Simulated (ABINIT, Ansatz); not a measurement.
Records of electronic-structure calculations.

**Al2O3 (Corundum): one start, several treatments of the self-energy**

Symmetry: R-3c, No. 167, trigonal system. Conventional cell: a = 4.760 Å, b = 4.760 Å, c = 12.996 Å, α = 90.00°, β = 90.00°, γ = 120.00°. Al has 6 O at 1.85 to 1.97 Å nearest. Nearest to O lie 4 Al at 1.85 to 1.97 Å. Farther neighbours, and contacts between anions beyond the nearest, are not listed.

```
Al O
1.0
     2.38025    1.37424    4.33187
    -2.38025    1.37424    4.33187
     0.00000   -2.74848    4.33187
Al O
4 6
Direct
  0.35216 0.35216 0.35216
  0.14784 0.14784 0.14784
  0.64784 0.64784 0.64784
  0.85216 0.85216 0.85216
  0.55668 0.94332 0.25000
  0.25000 0.55668 0.94332
  0.94332 0.25000 0.55668
  0.44332 0.05668 0.75000
  0.75000 0.44332 0.05668
  0.05668 0.75000 0.44332
```

* method: RPA screening on PBE, plane waves, norm-conserving pseudopotentials (and 3 further levels or steps)
* program: ABINIT 10.8.3
* settings: cutoff 36 Ha, PseudoDojo scalar-relativistic 0.4.1 standard, norm-conserving, potential set dojo-sr-pbe-0.4.1-standard, ngkpt (4, 4, 4), nband 127, ecuteps 5.2 Ha, gwcalctyp 2, nfreqre 16, nfreqim 8, inclvkb 2, freqremax 40 eV, spmeth 1, nomegasf 120, shiftk (0, 0, 0), symchi 1, awtr 1, frequency cd, 4×4×4 k-mesh
* cost: 8 runs, 24 min in all on 4 MPI ranks of Arm Neoverse V1, shared host
* notes: The program’s warnings: Min real frequency set to default [Ha] = and nkpt*nsppol () is not a multiple of nproc spkpt (). The cell and positions come from the Crystallography Open Database and are kept as given unless a step says otherwise.
* G0W0, Godby-Needs plasmon pole: 8.454 eV
* G0W0, Hybertsen-Louie plasmon pole: 8.564 eV
* G0W0, Engel-Farid plasmon pole: 8.464 eV
* one-shot Hartree-Fock: 16.587 eV
* G0W0, contour deformation: 8.476 eV
* known limits: short of the basis limit

G0W0, Hybertsen-Louie plasmon pole: +0.110 eV against G0W0, Godby-Needs plasmon pole. G0W0, Engel-Farid plasmon pole: +0.010 eV against G0W0, Godby-Needs plasmon pole.

[Long decimals in the printed logs are rounded to 6 places.]

[Logs are printed without paths, hosts, clocks, repeated set-up lines and the standing remarks that a program may print on its own settings, such as how far it seeks lower states.]

[Paths, hosts, dates, memory and timing lines, banners, echoed tables and standing remarks are left out of the program output; an Ansatz launch command may be rebuilt from the run's recorded settings. Measured values are a selection of at most five: reports struck by readers or far from the other reports are left out. None is set beside runs whose start may be inverted or whose files or cutoffs have a known fault.]

[Runs of the session that timed out or met a known fault of the program may be left out.]

[Hosts, paths, dates, database ids (printed as entryN), source tags and the programs' standing remarks are cut or masked in the printed files.]

[G0W0 gaps are taken among the corrected bands and points alone; a level outside them can change the order at an edge.]

[Where Ansatz stands beside ABINIT at settings called matched, ABINIT's density can come from a denser mesh and the files from another edition; pairs whose starting gaps differed by over 0.03 eV were left out, so agreement reads better than it is.]
